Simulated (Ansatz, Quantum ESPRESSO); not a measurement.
## Pm2O3 (P-3m1): zone-centre phonons

Wanted: the vibrations of Pm2O3 (P-3m1) at Γ, by two programs.

Main program and level: Quantum ESPRESSO 7.5; DFT PBEsol, scalar-relativistic, plane waves, PseudoDojo norm-conserving, 4f in core pseudopotentials.

Most raw output is cut from this account.

## (1) The structure

Symmetry: P-3m1, No. 164, trigonal system. Conventional cell: a = 3.805 Å, b = 3.805 Å, c = 5.971 Å, α = 90.00°, β = 90.00°, γ = 120.00°. Nearest to Pm lie 7 O at 2.29 to 2.65 Å. Nearest to O lie 4 Pm at 2.29 to 2.37 Å. Nearest to O lie 6 Pm at 2.65 Å. Farther neighbours and most contacts between anions are not listed.

## (2) A probe with smearing

A cheap run with smearing and empty bands tells whether the crystal has a gap, which decides between fixed occupations and smearing later on.

probe.in reads:

```
&CONTROL
  calculation = 'scf'
  prefix      = 'x'
  outdir      = './tmp'
  pseudo_dir  = './pseudo'
  tprnfor     = .true.
  tstress     = .true.
  verbosity   = 'high'
/
&SYSTEM
  ibrav       = 0
  nat         = 5
  ntyp        = 2
  ecutwfc     = 72.0
  input_dft   = 'pbesol'
  occupations = 'smearing'
  smearing    = 'gaussian'
  degauss     = 0.01
/
&ELECTRONS
  conv_thr         = 1.0d-07
  mixing_beta      = 0.7
  electron_maxstep = 100
/
ATOMIC_SPECIES
 Pm    144.9128  Pm.upf
 O      15.9990  O.upf
CELL_PARAMETERS angstrom
     3.805059230    0.000000000    0.000000000
    -1.902529610    3.295277950    0.000000000
     0.000000000    0.000000000    5.970842220
ATOMIC_POSITIONS crystal
 Pm     0.666666670   0.333333330   0.251866570
 Pm     0.333333330   0.666666670   0.748133430
 O      0.333333330   0.666666670   0.145442150
 O      0.000000000   0.000000000   0.500000000
 O      0.666666670   0.333333330   0.854557850
K_POINTS automatic
 6 6 4 0 0 0
```

Command:

```console
> OMP_NUM_THREADS=1 mpirun -n 8 pw.x -nk 8 -in probe.in > probe.out
```

Wall time 8.1 s (8 MPI ranks of Arm Neoverse V2, shared host); 64 s of CPU time.

Read from the output:

```
volume per atom   : 14.97 Å³
pressure          : -4.290 GPa
gap on the k-mesh : 3.803 eV
```

A gap of 3.8 eV opens on this mesh, so the crystal is taken as an insulator; the start stands at -4.3 GPa.

## (3) Relaxing the cell and atoms

Frequencies change by per cents with a per cent of volume, so the structure is first brought to rest at this level of theory.

relax.in reads:

```
&CONTROL
  calculation   = 'vc-relax'
  prefix        = 'x'
  outdir        = './tmp'
  pseudo_dir    = './pseudo'
  tprnfor       = .true.
  tstress       = .true.
  forc_conv_thr = 2.0d-05
  etot_conv_thr = 1.0d-07
  nstep         = 40
/
&SYSTEM
  ibrav       = 0
  nat         = 5
  ntyp        = 2
  ecutwfc     = 72.0
  input_dft   = 'pbesol'
  occupations = 'fixed'
  nbnd        = 22
/
&ELECTRONS
  conv_thr         = 1.0d-11
  mixing_beta      = 0.7
  electron_maxstep = 100
/
&IONS
/
&CELL
  press_conv_thr = 0.1
/
ATOMIC_SPECIES
 Pm    144.9128  Pm.upf
 O      15.9990  O.upf
CELL_PARAMETERS angstrom
     3.805059230    0.000000000    0.000000000
    -1.902529610    3.295277950    0.000000000
     0.000000000    0.000000000    5.970842220
ATOMIC_POSITIONS crystal
 Pm     0.666666670   0.333333330   0.251866570
 Pm     0.333333330   0.666666670   0.748133430
 O      0.333333330   0.666666670   0.145442150
 O      0.000000000   0.000000000   0.500000000
 O      0.666666670   0.333333330   0.854557850
K_POINTS automatic
 6 6 4 0 0 0
```

Command:

```console
> OMP_NUM_THREADS=1 mpirun -n 8 pw.x -nk 8 -in relax.in > relax.out
```

Wall time 76 s (8 MPI ranks).

Step by step:

```csv
step,energy less that of the first step (eV),largest force (eV/Å),pressure (GPa),volume (Å³)
1,0.0000,0.1751,-4.31,74.87
2,-0.0265,0.0740,-0.75,73.23
3,-0.0278,0.0698,-0.03,72.88
4,-0.0282,0.0294,0.10,72.77
5,-0.0283,0.0088,0.04,72.76
6,-0.0284,0.0117,0.00,72.77
7,-0.0284,0.0111,-0.02,72.77
8,-0.0284,0.0073,-0.02,72.77
9,-0.0284,0.0042,-0.01,72.77
10,-0.0284,0.0028,0.00,72.76
11,-0.0284,0.0013,0.00,72.76
12,-0.0284,0.0005,0.00,72.76
13,-0.0202,0.0005,-0.18,72.76
```

```csv
"conventional cell, symmetrised",before,after,change
a (Å),3.805,3.774,-0.8 %
b (Å),3.805,3.774,-0.8 %
c (Å),5.971,5.898,-1.2 %
volume (Å³/atom),14.97,14.55,-2.8 %
```

The relaxed structure:

```cif
data_structure
_symmetry_space_group_name_H-M 'P 1'
_symmetry_Int_Tables_number 1
_cell_length_a 3.7742
_cell_length_b 3.7742
_cell_length_c 5.8982
_cell_angle_alpha 90.000
_cell_angle_beta 90.000
_cell_angle_gamma 120.000
_cell_volume 72.76
loop_
_atom_site_label
_atom_site_type_symbol
_atom_site_fract_x
_atom_site_fract_y
_atom_site_fract_z
_atom_site_occupancy
Pm1 Pm 0.66667 0.33333 0.25218 1
Pm2 Pm 0.33333 0.66667 0.74782 1
O3 O 0.33333 0.66667 0.14517 1
O4 O 0.00000 0.00000 0.50000 1
O5 O 0.66667 0.33333 0.85483 1
```

The last row of the table of steps is pw.x's closing run on a basis chosen anew for the final cell, so its energy can jump.

Numbers from this step:

* volume per atom: 14.55 Å³
* pressure: -0.1840 GPa
* gap on the k-mesh: 3.841 eV

The volume changes by -2.8 % from the cell with which this run began.

## (4) Ground state

The response is built on this ground state, so it is converged far tighter than an energy would need. With a gap, occupations are fixed, which also allows the response to an electric field.

scf.in reads:

```
&CONTROL
  calculation = 'scf'
  prefix      = 'x'
  outdir      = './tmp'
  pseudo_dir  = './pseudo'
  tprnfor     = .true.
  tstress     = .true.
/
&SYSTEM
  ibrav       = 0
  nat         = 5
  ntyp        = 2
  ecutwfc     = 72.0
  input_dft   = 'pbesol'
  occupations = 'fixed'
  nbnd        = 22
/
&ELECTRONS
  conv_thr         = 1.0d-12
  mixing_beta      = 0.7
  electron_maxstep = 100
/
ATOMIC_SPECIES
 Pm    144.9128  Pm.upf
 O      15.9990  O.upf
CELL_PARAMETERS angstrom
     3.774156014    0.000000000    0.000000000
    -1.887078005    3.268514988    0.000000000
     0.000000000    0.000000000    5.898152522
ATOMIC_POSITIONS crystal
 Pm     0.666666667   0.333333333   0.252184306
 Pm     0.333333333   0.666666667   0.747815694
 O      0.333333333   0.666666667   0.145169085
 O      0.000000000   0.000000000   0.500000000
 O      0.666666667   0.333333333   0.854830915
K_POINTS automatic
 6 6 4 0 0 0
```

Command:

```console
> OMP_NUM_THREADS=1 mpirun -n 8 pw.x -nk 8 -in scf.in > scf.out
```

Run time: 10 s. Hardware: 8 MPI ranks; 82 s of CPU time.

The cell stands at -0.18 GPa, close enough for phonons.

## (5) Linear response at Γ

At q = 0 one unit cell holds all displacements; symmetry groups them into irreducible representations that are solved one by one. The response to a field gives ε∞ and the Born charges, which polar modes need.

ph.in reads:

```
phonons
&INPUTPH
  prefix = 'x'
  outdir = './tmp'
  fildyn = 'g.dyn'
  tr2_ph = 1.0d-18
  epsil  = .true.
/
0.000000000 0.000000000 0.000000000
```

Command:

```console
> OMP_NUM_THREADS=1 mpirun -n 8 ph.x -nk 8 -in ph.in > ph.out
```

Elapsed: 5.7 min, on 8 MPI ranks; 45 min of CPU time.

Numbers from this step:

- miss of the charge sum rule: 3.10e-4 e
- largest acoustic frequency at the zone centre before the sum rule: -14.54 cm⁻¹
- highest optical zone-centre mode (no LO-TO term): 475.5 cm⁻¹
- lowest optical zone-centre mode: 108.2 cm⁻¹
- mean high-frequency dielectric constant: 4.781
- largest Born charge in size (third of the trace): 3.937 e

Born charge (rows field, columns displacement), before the sum rule (e), principal values of the symmetric part by kind of site:

```csv
atom,atoms with these values,low,middle,high,mean
Pm1,2,3.70,4.05,4.05,3.94
O3,2,-2.72,-2.72,-2.47,-2.64
O4,1,-2.66,-2.66,-2.47,-2.60
```

In full for O4:

```
-2.66  0.00  0.00
 0.00 -2.66  0.00
 0.00  0.00 -2.47
```

High-frequency dielectric tensor:

```
4.82 0.00 0.00
0.00 4.82 0.00
0.00 0.00 4.69
```

The acoustic modes at Γ come out as far as 14.5 cm⁻¹ from zero, where they should vanish, a sizeable error of basis and grid or of the response kernel of this functional; the Born charges miss their sum rule by 3.1e-4 e, which is good.

## (6) Modes with the sum rule

A rigid shift of the crystal must cost nothing, but grids and finite bases break this; the acoustic sum rule is imposed before the matrix is diagonalised again. With Born charges the intensities follow, and the static dielectric tensor.

dynmat.in reads:

```
&INPUT
  fildyn = 'g.dyn'
  asr    = 'simple'
  fileig = 'dynmat.eig'
  lperm  = .true.
/
```

Command:

```console
> dynmat.x -in dynmat.in > dynmat.out
```

It took 0.47 s on 1 thread.

Read from the output:

| Property | Result |
| --- | --- |
| highest optical zone-centre mode (no LO-TO term) | 475.7 cm⁻¹ |
| mean static dielectric constant | 21.30 |

Unit eigenvectors of the mass-weighted matrix after the sum rule; no LO-TO term. Modes at Γ, with each element's share of the kinetic energy:

```csv
mode,frequency (cm⁻¹),Pm %,O %
1,0.0,86,14
2,0.0,86,14
3,0.0,86,14
4,108.2,97,3
5,108.2,97,3
6,203.9,98,2
7,206.3,8,92
8,206.3,8,92
9,235.1,13,87
10,435.7,6,94
11,435.7,6,94
12,440.7,2,98
13,467.2,1,99
14,475.7,3,97
15,475.7,3,97
```

Displacements in mode 4 (108.2 cm⁻¹), the largest set to 1:
```
Pm1  0.06  1.00  0.00
Pm2 -0.06 -1.00  0.00
O3   0.03  0.52  0.00
O4   0.00  0.00  0.00
O5  -0.03 -0.52  0.00
```

Displacements in mode 15 (475.7 cm⁻¹), the largest set to 1:
```
Pm1  0.00 -0.06  0.00
Pm2  0.00  0.06  0.00
O3   0.02  1.00  0.00
O4   0.00  0.00  0.00
O5  -0.02 -1.00  0.00
```

Degenerate modes summed, no LO-TO term. Infrared lines, with heights relative to the strongest:

```csv
position (cm⁻¹),lines merged,"IR intensity, relative"
108,2,0.0
204,1,0.0
206,2,100
235,1,66
436,2,72
441,1,0.0
467,1,5.8
476,2,0.0
```

Static dielectric tensor (ions relaxed, fixed cell):

```
21.94  0.00  0.00
 0.00 21.94  0.00
 0.00  0.00 20.03
```

The rule also moves an optical mode by 8.1 cm⁻¹.

## (7) Sum rules set otherwise (asr no)

Without the rule the raw error of the acoustic modes shows.

dynmat.in reads:

```
&INPUT
  fildyn = 'g.dyn'
  asr    = 'no'
  fileig = 'dynmat.eig'
  lperm  = .true.
/
```

Command:

```console
> dynmat.x -in dynmat.in > dynmat.out
```

The job ended after 0.47 s (1 thread).

Read from the output:

* highest optical zone-centre mode (no LO-TO term): 475.5 cm⁻¹
* mean static dielectric constant: 22.17

Zone-centre frequencies as printed; negative means imaginary. Modes:

```csv
mode,frequency (cm⁻¹)
1,-14.54
2,-14.54
3,-13.06
4,108.2
5,108.2
6,198.2
7,198.2
8,203.9
9,231.4
10,435.1
11,435.1
12,440.4
13,465.8
14,475.5
15,475.5
```

Against the first rule no mode moves by more than 14.6 cm⁻¹.

## (8) Sum rules set otherwise: a sum rule for molecules or wires on a crystal

This rule also removes rotations, which suits molecules and not a crystal; it is tried to see the harm.

dynmat.in reads:

```
&INPUT
  fildyn = 'g.dyn'
  asr    = 'zero-dim'
  fileig = 'dynmat.eig'
  lperm  = .true.
/
```

Command:

```console
> dynmat.x -in dynmat.in > dynmat.out
```

Elapsed: 0.47 s, on 1 thread.

The program raised no error, yet the settings are not those of a careful run.

The fault: a sum rule for molecules or wires on a crystal; 3 optical modes are projected out to zero frequency, as if they were rotations, and the static dielectric tensor is spoilt.

For a crystal the rule has to be 'simple' or 'crystal'.

Zone-centre frequencies as printed; negative means imaginary. Modes:

```csv
mode,frequency (cm⁻¹)
1,0
2,0
3,0
4,0
5,0
6,0
7,184.8
8,201.6
9,223.4
10,287
11,330
12,426.5
13,434.6
14,458.9
15,468.1
```

## (9) The LO-TO splitting (1 0 0)

A longitudinal polar mode sets up a macroscopic field that stiffens it; the term hangs on the direction from which q goes to zero.

dynmat.in reads:

```
&INPUT
  fildyn = 'g.dyn'
  asr    = 'simple'
  fileig = 'dynmat.eig'
  q(1)   = 1.0
  q(2)   = 0.0
  q(3)   = 0.0
/
```

Command:

```console
> dynmat.x -in dynmat.in > dynmat.out
```

The job ended after 0.47 s (1 thread).

Read from the output:

```yaml
highest_mode_moved_by_the_lo_to_term: 593.1 cm⁻¹
```

Zone-centre frequencies as printed; negative means imaginary. Modes:

```csv
mode,frequency (cm⁻¹)
1,0
2,0
3,0
4,108.2
5,108.2
6,203.9
7,206.3
8,235.1
9,323.1
10,435.7
11,440.7
12,467.2
13,475.7
14,475.7
15,593.1
```

The field moves 2 modes; the highest of them now lies at 593 cm⁻¹, where the highest that moved away lay at 436.

## (10) The LO-TO splitting (0 0 1)

dynmat.in reads:

```
&INPUT
  fildyn = 'g.dyn'
  asr    = 'simple'
  fileig = 'dynmat.eig'
  q(1)   = 0.0
  q(2)   = 0.0
  q(3)   = 1.0
/
```

Command:

```console
> dynmat.x -in dynmat.in > dynmat.out
```

It took 0.47 s on 1 thread.

Read from the output:

```
highest mode moved by the LO-TO term : 533.8 cm⁻¹
```

Zone-centre frequencies as printed; negative means imaginary. Modes:

```csv
mode,frequency (cm⁻¹)
1,0
2,0
3,0
4,108.2
5,108.2
6,203.9
7,206.3
8,206.3
9,424.9
10,435.7
11,435.7
12,440.7
13,475.7
14,475.7
15,533.8
```

The field moves 2 modes; the highest of them now lies at 534 cm⁻¹, where the highest that moved away lay at 467.

## (11) Modes along a direction of q (1 1 1)

dynmat.in reads:

```
&INPUT
  fildyn = 'g.dyn'
  asr    = 'simple'
  fileig = 'dynmat.eig'
  q(1)   = 1.0
  q(2)   = 1.0
  q(3)   = 1.0
/
```

Command:

```console
> dynmat.x -in dynmat.in > dynmat.out
```

It took 0.47 s on 1 thread.

Numbers from this step:

- highest mode moved by the LO-TO term: 576.1 cm⁻¹

Zone-centre frequencies as printed; negative means imaginary. Modes:

```csv
mode,frequency (cm⁻¹)
1,0
2,0
3,0
4,108.2
5,108.2
6,203.9
7,206.3
8,223.1
9,348.6
10,435.7
11,440.7
12,464.8
13,475.7
14,475.7
15,576.1
```

The field moves 4 modes; the highest of them now lies at 576 cm⁻¹, where the highest that moved away lay at 467.

## (12) The same in Ansatz

A second program on the same cell, potentials, cutoff and meshes tests the implementation of the phonon response, not its convergence. Its field response is summed in its own way. Its k mesh is centred on Γ.

This step: DFT PBEsol, scalar-relativistic, plane waves, norm-conserving pseudopotentials, 4f in core (Ansatz 0.2.0).

input.yaml reads:

```yaml
crystal:
  lattice:
    - [3.7741560143, 0.0, 0.0]
    - [-1.8870780046, 3.2685149877, 0.0]
    - [0.0, 0.0, 5.898152522]
  atoms:
    - { symbol: Pm, position: [0.6666666667, 0.3333333333, 0.2521843065] }
    - { symbol: Pm, position: [0.3333333333, 0.6666666667, 0.7478156935] }
    - { symbol: O, position: [0.3333333333, 0.6666666667, 0.1451690851] }
    - { symbol: O, position: [0.0, 0.0, 0.5] }
    - { symbol: O, position: [0.6666666667, 0.3333333333, 0.8548309149] }
kpoints:
  mp_grid: { grid: [6, 6, 4] }
hamiltonian:
  xc: pbesol
  pseudopotentials:
    kind: nc
    azcp: { Pm: "pseudopotentials/pbe/nc/lanthanide_3plus/Pm.nc.azcp" }
    accuracy: standard
scf:
  occupations: { method: fixed }
output:
  eigenvalues: true
basis:
  ecutwfc: 979.61
phonons:
  method: dfpt
  dielectric: true
  rigid_motions: translations
```

Command:

```console
> ansatz run input.yaml --threads 8 --pin off --max-ram 16384MiB --backend cpu --events-out ev --progress --plain --runs-dir out
```

The job ended after 52 s (8 threads; peak memory 1.6 GiB; 6.6 min of CPU time).

Read from the output:

```yaml
sum_rule_residual_before_enforcement: 4.12e-4 eV/Å²
miss_of_the_charge_sum_rule: 7.00e-4 e
estimated_error_of_the_dielectric_tensor: 0.01374
estimated_error_of_the_born_charges: 0.01470 e
highest_optical_zone_centre_mode_no_lo_to_term: 476.0 cm⁻¹
lowest_optical_zone_centre_mode: 108.3 cm⁻¹
mean_high_frequency_dielectric_constant: 4.782
mean_static_dielectric_constant: 21.15
highest_mode_moved_by_the_lo_to_term: 593.4 cm⁻¹
```

Transverse modes. Lines of the infrared spectrum (strongest = 100):

```csv
position (cm⁻¹),label,"IR intensity ((D/Å)²/amu), degenerate modes summed, relative"
108,Eg,0.0
203,A1g,0.0
208,Eu,100
236,A2u,66
436,Eu,72
441,A1g,0.0
467,A2u,5.7
476,Eg,0.0
```

## (13) Side by side: QE PseudoDojo and Ansatz, PseudoDojo

Numbers from this step:

```
root-mean-square difference : 0.62 cm⁻¹
largest difference          : 1.3 cm⁻¹
```

The 12 of 12 modes that differ most. Frequencies side by side:

```csv
q (reciprocal lattice),mode,QE PseudoDojo (cm⁻¹),"Ansatz, PseudoDojo (cm⁻¹)"
0 0 0,4,108.2,108.3
0 0 0,5,108.2,108.3
0 0 0,6,203.9,203.4
0 0 0,7,206.3,207.6
0 0 0,8,206.3,207.6
0 0 0,9,235.1,235.7
0 0 0,10,435.7,436.1
0 0 0,11,435.7,436.1
0 0 0,12,440.7,440.7
0 0 0,13,467.2,467.3
0 0 0,14,475.7,476
0 0 0,15,475.7,476
```

The two runs side by side. Further quantities:

```csv
quantity,QE PseudoDojo,"Ansatz, PseudoDojo"
mean ε∞,4.781,4.782
"largest Born charge in size (e; the first before, the second after the charge sum rule)",3.937,3.937
```

At the zone centre the largest difference (acoustic modes at Γ apart) is 0.3 % of the highest mode.

## (14) Summary of results

| Property | Result |
| --- | --- |
| space group after relaxation | P-3m1 |
| volume per atom | 14.6 Å³ |
| gap on the k-mesh | 3.84 eV |
| highest optical zone-centre mode (no LO-TO term) | 475.7 cm⁻¹ |
| lowest optical zone-centre mode | 108.2 cm⁻¹ |
| highest mode moved by the LO-TO term | 593.1 cm⁻¹ |
| mean high-frequency dielectric constant | 4.78 |
| largest Born charge in size (third of the trace) | 3.94 e |
| mean static dielectric constant | 21.3 |
| imaginary optical modes at the zone centre (no q mesh in this session) | none |
| largest difference from Ansatz, PseudoDojo | 1.3 cm⁻¹ |

At the PBEsol level the optical modes of Pm2O3 (P-3m1) at the zone centre (no LO-TO term) run from 108 to 476 cm⁻¹. Along the directions run, the highest mode that the macroscopic field moves lies at 593 cm⁻¹. Lattice motion raises the mean dielectric constant from 4.781 to 21.30. Of the 12 optical modes, 6 are Raman active alone and 6 are infrared active alone; inversion symmetry keeps the two sets apart. QE PseudoDojo and Ansatz, PseudoDojo differ by 0.6 cm⁻¹ in the root mean square and by 1.3 cm⁻¹ at most, 0.3 % of the highest mode compared (acoustic modes at Γ left out). These are harmonic frequencies at zero temperature: anharmonic shifts and linewidths and thermal expansion are left out. Spin-orbit coupling is left out, which can matter for the heavy elements here. The 4f electrons are frozen in the core as for a trivalent ion, in files made for PBE, so their moments and any magnetic order are left out. The relaxation ran at 72 Ry, under the 84 Ry recommended for these files; the stress of so short a basis can leave the cell about one per cent too small. Ansatz warns that the cutoff lies 14 % under the one recommended for these files; agreement at one cutoff is not convergence. The structure comes from a database and need not be the phase that is stable at ambient conditions.

[Host names and launcher messages were left out of these logs when they were recorded.]

[Logs are printed without paths, hosts, clocks, repeated set-up lines and the standing remarks that a program may print on its own settings, such as how far it seeks lower states.]

[Hosts, paths, dates, database ids (printed as entryN), source tags and the programs' standing remarks are cut or masked in the printed files.]
